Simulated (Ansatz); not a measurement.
**AsH2, from a guessed structure to a relaxed one**

This structure for AsH2 is made up. Its elements were placed in a known structure type with a cell scaled to their sizes. What cell does the guess relax to, and how far off was it?

Calculated with Ansatz 0.2.0; DFT, PBE, plane-wave PAW, files of the set soft_1, scalar-relativistic, no spin, cell and ions relaxed at zero pressure; PAW set soft_1.

**1. The structure**

It takes space group Fm-3m (No. 225, cubic). The conventional cell has a = 4.518 Å, b = 4.518 Å, c = 4.518 Å, α = 90.00°, β = 90.00°, γ = 90.00°. Nearest to As lie 8 H at 1.96 Å. H has 4 As at 1.96 Å nearest. Farther neighbours are not listed.

**2. Relaxing cell and atoms**

The guessed cell has no reason to be at equilibrium. It is relaxed with the atoms, within the space group of the guess.

File input.yaml:

```yaml
crystal:
  lattice:
    - [0.0, 2.259, 2.259]
    - [2.259, 0.0, 2.259]
    - [2.259, 2.259, 0.0]
  atoms:
    - { symbol: As, position: [0.0, 0.0, 0.0] }
    - { symbol: H, position: [0.75, 0.75, 0.75] }
    - { symbol: H, position: [0.25, 0.25, 0.25] }
kpoints:
  mp_grid: { grid: [10, 10, 10] }
scf:
  occupations: { method: fermi_dirac, width: 0.05 }
hamiltonian:
  xc: pbe
  pseudopotentials: { kind: paw, azcp: { folder: soft_1 } }
relax:
  f_tol: 0.015
  max_steps: 70
  cell: {}
output:
  forces: true
  stress: true
```

Launch:

```bash
> ansatz run input.yaml --threads 4 --pin off --max-ram 8192MiB --backend cpu --events-out ev --progress --plain --runs-dir out
```

Numbers of over 12 decimals in the logs are rounded to 6 here.

The program printed:

```text
Engine: ansatz 0.2.0, aarch64-unknown-linux-gnu
Pseudopotentials: kind: paw
Pseudopotential: As, paw, valence charge 15, recommended cutoff 420 eV (normal), soft_1/As.paw.azcp
Pseudopotential: H, paw, valence charge 1, recommended cutoff 420 eV (normal), soft_1/H.paw.azcp
Functional definition: PBE
  parameter kappa = 0.804
  parameter beta = 0.066725
  exchange = pbe_x(kappa = kappa, mu = beta*pi^2/3)
  correlation = pbe_c(beta = beta)
Crystal: 3 atoms, lattice volume = 23.056 Å³
Basis set: ecut = 420 eV, 459 PW (Γ), exchange–correlation on 48×48×48 points (8 copies of the dense FFT grid, shifted against one another)
Bands: 13, of which v1, the nominal top of the filled ones, is band 9 counted from 1 (8 counted from 0)
Symmetry: 48 space group operations
Space group: Fm-3m (ITA 225), of the structure as read, at distance tolerance 2.8e-5 Å
k-points: 47 of 1000
Non-local potential: As, projectors of the file, l = 0: 2, l = 1: 2, l = 2: 3, l = 3: 1
Non-local potential: H, projectors of the file, l = 0: 2, l = 1: 1
PAW form: soft (Blöchl's): semilocal exchange-correlation on the pseudo side does not see the compensation charge
PAW one-centre angular grid: As, 590 points (default); XC on 64 Gauss nodes
PAW one-centre angular grid: H, 110 points (default); XC on 64 Gauss nodes
Initial density: superposition of atomic densities (chi_scale 0.1, normalization cell, long waves kept (reshape's long-wave potential 0.00 eV rms))
Initial wavefunctions: pseudopotential atomic-orbital guess
Functional: x = pbe(κ = 0.804, μ = 0.219515), c = pbe(β = 0.066725)
SCF iter   1: F=—  HF=-4885.423148 eV  |F-HF|=—  |Δ(HF+E_count)|=         —  Δρ=5.10e-2  dr2=5.35e-1  ethr=3.10e-3  ⟨swp⟩=5.1  Hψ=3211  notcnv=0
preconditioner: auto → none  [metal: Δε(μ)=0.046 eV  Ē_g=14.027 eV  σ=0.050 eV  W_gap=0.22  n_scr=8 (ndim 8)  ℏωp=20.5 eV  f_vac=0.000  D(μ)=0.76/eV (n_scr^D=8)  sad-step TF]
SCF iter   2: F=—  HF=-4885.301124 eV  |F-HF|=—  |Δ(HF+E_count)|=   1.22e-1  Δρ=2.77e-2  dr2=1.72e-1  ethr=3.10e-3  ⟨swp⟩=2.0  Hψ=1142  notcnv=0  defer=17
SCF iter   3: F=—  HF=-4885.249857 eV  |F-HF|=—  |Δ(HF+E_count)|=   5.13e-2  Δρ=2.88e-3  dr2=9.53e-4  ethr=1.01e-3  ⟨swp⟩=2.6  Hψ=913  notcnv=0  defer=17
SCF iter   4: F=—  HF=-4885.250497 eV  |F-HF|=—  |Δ(HF+E_count)|=   6.39e-4  Δρ=7.29e-4  dr2=9.12e-5  ethr=5.61e-6  ⟨swp⟩=2.0  Hψ=1275  notcnv=0  defer=17
SCF iter   5: F=—  HF=-4885.250371 eV  |F-HF|=—  |Δ(HF+E_count)|=   1.25e-4  Δρ=1.51e-4  dr2=4.59e-6  ethr=5.37e-7  ⟨swp⟩=2.0  Hψ=991  notcnv=0  defer=17
SCF iter   6: F=-4885.250370 eV  HF=-4885.250370 eV  |F-HF|=4.02e-8  |Δ(HF+E_count)|=   1.13e-6  Δρ=2.11e-5  dr2=4.70e-8  ethr=5.88e-10  ⟨swp⟩=3.0  Hψ=2407  notcnv=0
SCF 1 converged in 6 iterations: F = -4885.250370 eV  dr2 = 4.70e-8
  greatest PAW one-centre occupation: 0.999 electrons in one spin orbital (limit 2), on the As atom at site 0 (counted from 0), in its partial waves of l = 2
relax step   1: F+E_penalty+E_count = -4885.25037018 eV  Δ(F+E_penalty+E_count) = +0.000e0 eV  max|allowed force component| = 5.011e-18 eV/Å  Δτ_max = 0.0000 Å  P = +21.782 GPa  Ω = 23.056 Å³  (6 SCF iters, dr2 threshold 1.00e-7 eV, accepted)
Crystal: 3 atoms, lattice volume = 26.595 Å³
Basis set: ecut = 420 eV, 531 PW (Γ), exchange–correlation on 48×48×48 points (8 copies of the dense FFT grid, shifted against one another)
Initial density: handed on by an earlier stage of this run
Initial wavefunctions: those handed on with the density
iter 1 solved again at ethr=8.89e-5 eV; its pass at ethr=3.10e-3 eV (dr2=1.51e-2 eV) is discarded
SCF iter   1: F=—  HF=-4885.518417 eV  |F-HF|=—  |Δ(HF+E_count)|=         —  Δρ=8.10e-3  dr2=1.51e-2  ethr=8.89e-5  ⟨swp⟩=1.8  Hψ=5514  notcnv=0
preconditioner: auto → none  [metal: Δε(μ)=0.163 eV  Ē_g=12.888 eV  σ=0.050 eV  W_gap=0.48  n_scr=8 (ndim 8)  ℏωp=19.1 eV  f_vac=0.006  D(μ)=0.88/eV (n_scr^D=8)]
SCF iter   2: F=—  HF=-4885.515891 eV  |F-HF|=—  |Δ(HF+E_count)|=   2.53e-3  Δρ=2.51e-3  dr2=1.71e-3  ethr=8.89e-5  ⟨swp⟩=2.0  Hψ=802  notcnv=0
SCF iter   3: F=—  HF=-4885.516131 eV  |F-HF|=—  |Δ(HF+E_count)|=   2.40e-4  Δρ=4.65e-4  dr2=7.28e-5  ethr=1.01e-5  ⟨swp⟩=2.0  Hψ=752  notcnv=0
SCF iter   4: F=—  HF=-4885.516172 eV  |F-HF|=—  |Δ(HF+E_count)|=   4.14e-5  Δρ=6.75e-5  dr2=8.82e-7  ethr=4.28e-7  ⟨swp⟩=2.1  Hψ=782  notcnv=0
SCF iter   5: F=—  HF=-4885.516173 eV  |F-HF|=—  |Δ(HF+E_count)|=   9.66e-7  Δρ=3.20e-5  dr2=3.07e-7  ethr=1.76e-9  ⟨swp⟩=5.4  Hψ=2433  notcnv=0
SCF iter   6: F=-4885.516173 eV  HF=-4885.516173 eV  |F-HF|=2.84e-8  |Δ(HF+E_count)|=   4.19e-7  Δρ=7.10e-6  dr2=1.38e-8  ethr=1.76e-9  ⟨swp⟩=4.8  Hψ=2131  notcnv=0
SCF 2 converged in 6 iterations: F = -4885.516173 eV  dr2 = 1.38e-8
relax step   2: F+E_penalty+E_count = -4885.51617300 eV  Δ(F+E_penalty+E_count) = -2.658e-1 eV  max|allowed force component| = 8.095e-18 eV/Å  Δτ_max = 0.0000 Å  P = +4.382 GPa  Ω = 26.595 Å³  energy of the carried Pulay correction = -3.593e-3 eV  (6 SCF iters, dr2 threshold 3.00e-7 eV, accepted)
Crystal: 3 atoms, lattice volume = 27.663 Å³
Basis set: ecut = 420 eV, 537 PW (Γ), exchange–correlation on 48×48×48 points (8 copies of the dense FFT grid, shifted against one another)
iter 1 solved again at ethr=6.49e-6 eV; its pass at ethr=3.10e-3 eV (dr2=1.10e-3 eV) is discarded
SCF iter   1: F=—  HF=-4885.532402 eV  |F-HF|=—  |Δ(HF+E_count)|=         —  Δρ=2.16e-3  dr2=1.12e-3  ethr=6.49e-6  ⟨swp⟩=2.0  Hψ=4995  notcnv=0
preconditioner: auto → none  [metal: Δε(μ)=0.112 eV  Ē_g=12.603 eV  σ=0.050 eV  W_gap=0.44  n_scr=8 (ndim 8)  ℏωp=18.7 eV  f_vac=0.006  D(μ)=0.78/eV (n_scr^D=0)]
SCF iter   2: F=—  HF=-4885.532189 eV  |F-HF|=—  |Δ(HF+E_count)|=   2.13e-4  Δρ=7.01e-4  dr2=1.35e-4  ethr=6.49e-6  ⟨swp⟩=1.1  Hψ=618  notcnv=0
SCF iter   3: F=—  HF=-4885.532197 eV  |F-HF|=—  |Δ(HF+E_count)|=   7.73e-6  Δρ=1.06e-4  dr2=3.97e-6  ethr=7.95e-7  ⟨swp⟩=2.3  Hψ=775  notcnv=0
SCF iter   4: F=-4885.532199 eV  HF=-4885.532199 eV  |F-HF|=1.67e-8  |Δ(HF+E_count)|=   2.42e-6  Δρ=1.57e-5  dr2=5.12e-8  ethr=1.76e-9  ⟨swp⟩=5.2  Hψ=2369  notcnv=0
SCF 3 converged in 4 iterations: F = -4885.532199 eV  dr2 = 5.12e-8
relax step   3: F+E_penalty+E_count = -4885.53219914 eV  Δ(F+E_penalty+E_count) = -1.603e-2 eV  max|allowed force component| = 8.095e-18 eV/Å  Δτ_max = 0.0000 Å  P = +0.820 GPa  Ω = 27.663 Å³  energy of the carried Pulay correction = -4.579e-3 eV  (4 SCF iters, dr2 threshold 3.00e-7 eV, accepted)
Crystal: 3 atoms, lattice volume = 27.921 Å³
iter 1 solved again at ethr=4.12e-7 eV; its pass at ethr=3.10e-3 eV (dr2=7.01e-5 eV) is discarded
SCF iter   1: F=—  HF=-4885.532674 eV  |F-HF|=—  |Δ(HF+E_count)|=         —  Δρ=5.26e-4  dr2=6.79e-5  ethr=4.12e-7  ⟨swp⟩=3.1  Hψ=4661  notcnv=0
preconditioner: auto → none  [metal: Δε(μ)=0.145 eV  Ē_g=12.538 eV  σ=0.050 eV  W_gap=0.50  n_scr=8 (ndim 8)  ℏωp=18.6 eV  f_vac=0.003  D(μ)=0.77/eV (n_scr^D=0)]
SCF iter   2: F=—  HF=-4885.532659 eV  |F-HF|=—  |Δ(HF+E_count)|=   1.50e-5  Δρ=1.65e-4  dr2=7.78e-6  ethr=4.00e-7  ⟨swp⟩=1.1  Hψ=618  notcnv=0
SCF iter   3: F=-4885.532660 eV  HF=-4885.532660 eV  |F-HF|=8.73e-8  |Δ(HF+E_count)|=   3.06e-7  Δρ=2.73e-5  dr2=2.70e-7  ethr=1.76e-9  ⟨swp⟩=4.1  Hψ=2647  notcnv=0
SCF 4 converged in 3 iterations: F = -4885.532660 eV  dr2 = 2.70e-7
relax step   4: F+E_penalty+E_count = -4885.53265987 eV  Δ(F+E_penalty+E_count) = -4.607e-4 eV  max|allowed force component| = 6.168e-18 eV/Å  Δτ_max = 0.0000 Å  P = +0.045 GPa  Ω = 27.921 Å³  energy of the carried Pulay correction = -4.811e-3 eV  (3 SCF iters, dr2 threshold 3.00e-7 eV, accepted)
Initial wavefunctions: pseudopotential atomic-orbital guess (no wavefunctions were taken with the density)
iter 1 solved again at ethr=9.41e-8 eV; its pass at ethr=3.10e-3 eV (dr2=1.60e-5 eV) is discarded
SCF iter   1: F=—  HF=-4885.539079 eV  |F-HF|=—  |Δ(HF+E_count)|=         —  Δρ=9.01e-4  dr2=1.63e-5  ethr=9.41e-8  ⟨swp⟩=3.2  Hψ=4783  notcnv=0
preconditioner: auto → none  [insulator: Δε(μ)=0.153 eV  Ē_g=12.537 eV  σ=0.050 eV  W_gap=0.51  n_scr=8 (ndim 8)  ℏωp=18.6 eV  f_vac=0.003  D(μ)=0.76/eV (n_scr^D=0)  ε∞_Penn≈3.2]
SCF iter   2: F=—  HF=-4885.539952 eV  |F-HF|=—  |Δ(HF+E_count)|=   8.72e-4  Δρ=4.47e-4  dr2=3.41e-6  ethr=9.41e-8  ⟨swp⟩=2.0  Hψ=745  notcnv=0
SCF iter   3: F=—  HF=-4885.540232 eV  |F-HF|=—  |Δ(HF+E_count)|=   2.80e-4  Δρ=6.10e-5  dr2=1.21e-7  ethr=2.01e-8  ⟨swp⟩=2.0  Hψ=774  notcnv=0
SCF iter   4: F=—  HF=-4885.540236 eV  |F-HF|=—  |Δ(HF+E_count)|=   4.52e-6  Δρ=4.19e-6  dr2=2.43e-9  ethr=7.15e-10  ⟨swp⟩=2.0  Hψ=1008  notcnv=0
SCF iter   5: F=—  HF=-4885.540236 eV  |F-HF|=—  |Δ(HF+E_count)|=  5.87e-10  Δρ=1.64e-6  dr2=1.29e-10  ethr=1.43e-11  ⟨swp⟩=2.0  Hψ=1008  notcnv=0
SCF iter   6: F=-4885.540236 eV  HF=-4885.540236 eV  |F-HF|=1.21e-10  |Δ(HF+E_count)|=   3.94e-9  Δρ=2.68e-7  dr2=2.69e-12  ethr=1.00e-12  ⟨swp⟩=5.1  Hψ=2263  notcnv=0
SCF 5 converged in 6 iterations: F = -4885.540236 eV  dr2 = 2.69e-12
relax step   5: F+E_penalty+E_count = -4885.54023623 eV  Δ(F+E_penalty+E_count) = -7.576e-3 eV  max|allowed force component| = 8.818e-18 eV/Å  Δτ_max = 0.0000 Å  P = +0.246 GPa  Ω = 27.921 Å³  stress off target by 2.46e-1 GPa  SCF on the basis re-selected at this cell (its energy is not comparable with the rows above)  (6 SCF iters)
basis re-selected at this cell: Δ(F+E_penalty+E_count) = -7.576e-3 eV, ΔP = +0.201 GPa vs the last step (what re-selecting the basis moved, of the pressure what is left beyond the Pulay correction that the steps carried, after the strain that the cell walked since its last selection, with what the two solves' SCF thresholds leave and, on support functions, any second-order correction that the steps lacked; it is no m [...]
Crystal: 3 atoms, lattice volume = 28.003 Å³
iter 1 solved again at ethr=3.88e-8 eV; its pass at ethr=3.10e-3 eV (dr2=6.60e-6 eV) is discarded
SCF iter   1: F=—  HF=-4885.540244 eV  |F-HF|=—  |Δ(HF+E_count)|=         —  Δρ=1.65e-4  dr2=6.63e-6  ethr=3.88e-8  ⟨swp⟩=2.1  Hψ=4026  notcnv=0
preconditioner: auto → none  [insulator: Δε(μ)=0.156 eV  Ē_g=12.515 eV  σ=0.050 eV  W_gap=0.51  n_scr=8 (ndim 8)  ℏωp=18.6 eV  f_vac=0.004  D(μ)=0.76/eV (n_scr^D=0)  ε∞_Penn≈3.2]
SCF iter   2: F=—  HF=-4885.540242 eV  |F-HF|=—  |Δ(HF+E_count)|=   2.57e-6  Δρ=4.96e-5  dr2=7.20e-7  ethr=3.88e-8  ⟨swp⟩=1.1  Hψ=618  notcnv=0
SCF iter   3: F=-4885.540242 eV  HF=-4885.540242 eV  |F-HF|=3.66e-9  |Δ(HF+E_count)|=   6.29e-9  Δρ=9.28e-6  dr2=2.79e-8  ethr=8.90e-10  ⟨swp⟩=4.0  Hψ=1855  notcnv=0
SCF 6 converged in 3 iterations: F = -4885.540242 eV  dr2 = 2.79e-8
relax step   6: F+E_penalty+E_count = -4885.54024186 eV  Δ(F+E_penalty+E_count) = -5.630e-6 eV  max|allowed force component| = 5.782e-18 eV/Å  Δτ_max = 0.0000 Å  P = +0.009 GPa  Ω = 28.003 Å³  energy of the carried Pulay correction = -6.012e-5 eV  (3 SCF iters, dr2 threshold 1.51e-7 eV, accepted)
iter 1 solved again at ethr=1.22e-8 eV; its pass at ethr=3.10e-3 eV (dr2=2.07e-6 eV) is discarded
SCF iter   1: F=—  HF=-4885.540304 eV  |F-HF|=—  |Δ(HF+E_count)|=         —  Δρ=1.07e-5  dr2=2.78e-8  ethr=1.22e-8  ⟨swp⟩=3.0  Hψ=4955  notcnv=0
preconditioner: auto → none  [insulator: Δε(μ)=0.158 eV  Ē_g=12.515 eV  σ=0.050 eV  W_gap=0.51  n_scr=8 (ndim 8)  ℏωp=18.6 eV  f_vac=0.004  D(μ)=0.76/eV (n_scr^D=0)  ε∞_Penn≈3.2]
SCF iter   2: F=—  HF=-4885.540302 eV  |F-HF|=—  |Δ(HF+E_count)|=   1.23e-6  Δρ=5.31e-6  dr2=6.99e-9  ethr=1.64e-10  ⟨swp⟩=1.5  Hψ=715  notcnv=0
SCF iter   3: F=—  HF=-4885.540302 eV  |F-HF|=—  |Δ(HF+E_count)|=   4.88e-9  Δρ=8.64e-7  dr2=2.26e-10  ethr=4.11e-11  ⟨swp⟩=2.1  Hψ=760  notcnv=0
SCF iter   4: F=-4885.540302 eV  HF=-4885.540302 eV  |F-HF|=5.46e-12  |Δ(HF+E_count)|=  1.54e-10  Δρ=1.98e-7  dr2=4.55e-12  ethr=1.00e-12  ⟨swp⟩=5.6  Hψ=2410  notcnv=0
SCF 7 converged in 4 iterations: F = -4885.540302 eV  dr2 = 4.55e-12
relax step   7: F+E_penalty+E_count = -4885.54030247 eV  Δ(F+E_penalty+E_count) = -6.061e-5 eV  max|allowed force component| = 3.469e-18 eV/Å  Δτ_max = 0.0000 Å  P = +0.009 GPa  Ω = 28.003 Å³  stress off target by 9.22e-3 GPa  SCF on the basis re-selected at this cell (its energy is not comparable with the rows above)  (4 SCF iters)
basis re-selected at this cell: Δ(F+E_penalty+E_count) = -6.061e-5 eV, ΔP = +0.000 GPa vs the last step (what re-selecting the basis moved, of the pressure what is left beyond the Pulay correction that the steps carried, after the strain that the cell walked since its last selection, with what the two solves' SCF thresholds leave and, on support functions, any second-order correction that the steps lacked; it is no m [...]
SCF converged after 4 iterations
Free energy (F): -4885.540302 eV
Harris-Foulkes:  -4885.540302 eV  (|F-HF|=5.46e-12)
Internal energy: -4885.534094 eV  (E = F + TS)
E sigma→0 (E₀):  -4885.537198 eV
Entropy (-TS):   -0.006208 eV (-2.069 meV/atom)
Fermi energy:    8.420175 eV
--- Per-component energies (eV) ---
  E_band       = -264.389876
  E_kinetic    = 120.880841
  E_local      = -1982.758821  (includes V_loc(G=0)·N_el)
  E_nonlocal   = -391.671611
  E_hartree    = 1099.177713
  E_xc         = -87.148562
  E_vxc        = -95.471318  (∫ρ·V_xc dr)
  E_paw        = -2014.416571  (= ΣΔE_a)
  E_vpaw       = -113.722476  (= ΣTr[D̂ρ^β])
  E_aug_tail   = -0.001911  (compensation charges beyond the density's cutoff)
  E_ewald      = -1629.595172
  E_smearing   = -0.006208  (= −TS)
  E_closure    = 0.000000  (closes the sum)
  Σ components = -4885.540302   (vs F -4885.540302, Δ=0.00e0)
--- Forces (eV/Å), atoms counted from 1 ---
  atom   1  As    -0.00000000     0.00000000    -0.00000000
  atom   2  H      0.00000000     0.00000000    -0.00000000
  atom   3  H     -0.00000000     0.00000000    -0.00000000
  max |Σ_I F_I| component: 5.20e-18 eV/Å
--- Stress (GPa, compression-positive) ---
        0.009215       0.000000       0.000000
        0.000000       0.009215       0.000000
        0.000000       0.000000       0.009215
  P = ⅓ Tr σ = 0.0092 GPa (0.092 kbar)
--- Relaxed structure (5 steps of the walk, 5 accepted, 2 SCFs on fresh bases) ---
  F+E_penalty+E_count = -4885.54030247 eV   max|allowed force component| = 3.469e-18 eV/Å   (the final SCF, on the basis selected at the relaxed cell)
  cell:  # Å, volume = 28.0034 Å³
    - [0, 2.410241, 2.410241]
    - [2.410241, 0, 2.410241]
    - [2.410241, 2.410241, 0]
  atoms:
    - { symbol: As, position: [0, 0, 0] }
    - { symbol: H, position: [0.750000, 0.750000, 0.750000] }
    - { symbol: H, position: [0.250000, 0.25, 0.25] }
```

It took 2.3 s on 4 threads of Arm Neoverse V1, shared host; peak memory 0.3 GiB.

Step by step:

| step | energy less that of the first step (eV) | largest force component (eV/Å) | pressure (GPa) | volume (Å³) |
| --- | --- | --- | --- | --- |
| 1 | 0.0000 | 0.0000 | 21.78 | 23.06 |
| 2 | -0.2658 | 0.0000 | 4.38 | 26.59 |
| 3 | -0.2818 | 0.0000 | 0.82 | 27.66 |
| 4 | -0.2823 | 0.0000 | 0.05 | 27.92 |
| 5* | -0.2899 | 0.0000 | 0.25 | 27.92 |
| 6 | -0.2899 | 0.0000 | 0.01 | 28.00 |
| 7* | -0.2899 | 0.0000 | 0.01 | 28.00 |

Relaxation steps marked * repeat the geometry before them on a plane-wave basis chosen anew for their cell, so energy and pressure can jump there.

The run keeps the 48 symmetry operations that it works with, so distortions that break them were not tested.

| conventional cell, symmetrised | before | after | change |
| --- | --- | --- | --- |
| a (Å) | 4.518 | 4.820 | +6.7 % |
| b (Å) | 4.518 | 4.820 | +6.7 % |
| c (Å) | 4.518 | 4.820 | +6.7 % |
| volume (Å³/atom) | 7.69 | 9.33 | +21.5 % |

Final coordinates:

```cif
data_structure
_symmetry_space_group_name_H-M 'P 1'
_symmetry_Int_Tables_number 1
_cell_length_a 3.4086
_cell_length_b 3.4086
_cell_length_c 3.4086
_cell_angle_alpha 60.000
_cell_angle_beta 60.000
_cell_angle_gamma 60.000
_cell_volume 28.00
loop_
_atom_site_label
_atom_site_type_symbol
_atom_site_fract_x
_atom_site_fract_y
_atom_site_fract_z
_atom_site_occupancy
As1 As 0.00000 0.00000 0.00000 1
H2 H 0.75000 0.75000 0.75000 1
H3 H 0.25000 0.25000 0.25000 1
```

Numbers from this step:

| Property | Result |
| --- | --- |
| free energy | -4885.5403 eV |
| energy at zero smearing | -4885.5372 eV |
| smearing term TS | 0.006208 eV |
| Fermi energy | 8.420 eV |
| electrons | 17 |
| symmetry operations | 48 |
| pressure | 0.009215 GPa |

Shortest distances by pair of elements, guess and relaxed (not always the same contact):

| pair | guess (Å) | relaxed (Å) |
| --- | --- | --- |
| As–H | 1.956 | 2.087 |
| H–H | 2.259 | 2.410 |
| As–As | 3.195 | 3.409 |

The relaxation ends with a pressure of 0.01 GPa.

**3. What came out**

| Item | Value |
| --- | --- |
| space group, relaxed | Fm-3m |
| conventional cell | a = 4.820, b = 4.820, c = 4.820 Å; α = 90.0°, β = 90.0°, γ = 90.0° |
| volume per atom | 9.33 Å³ (guess 7.69) |

AsH2 relaxes to Fm-3m with a = 4.820, b = 4.820 and c = 4.820 Å. The guessed volume was 18 % too small. The space group Fm-3m was held in the relaxation, so the end point is a stationary structure within it and may be a saddle against distortions or other arrangements. Mesh and cutoff weren't tested. No dispersion term is used, so weakly bound directions may come out too long. Nothing here tests whether the compound is stable against decomposition.

[Logs are printed without paths, hosts, clocks, repeated set-up lines and the standing remarks that a program may print on its own settings, such as how far it seeks lower states.]

[Hosts, paths, dates, database ids (printed as entryN), source tags and the programs' standing remarks are cut or masked in the printed files.]
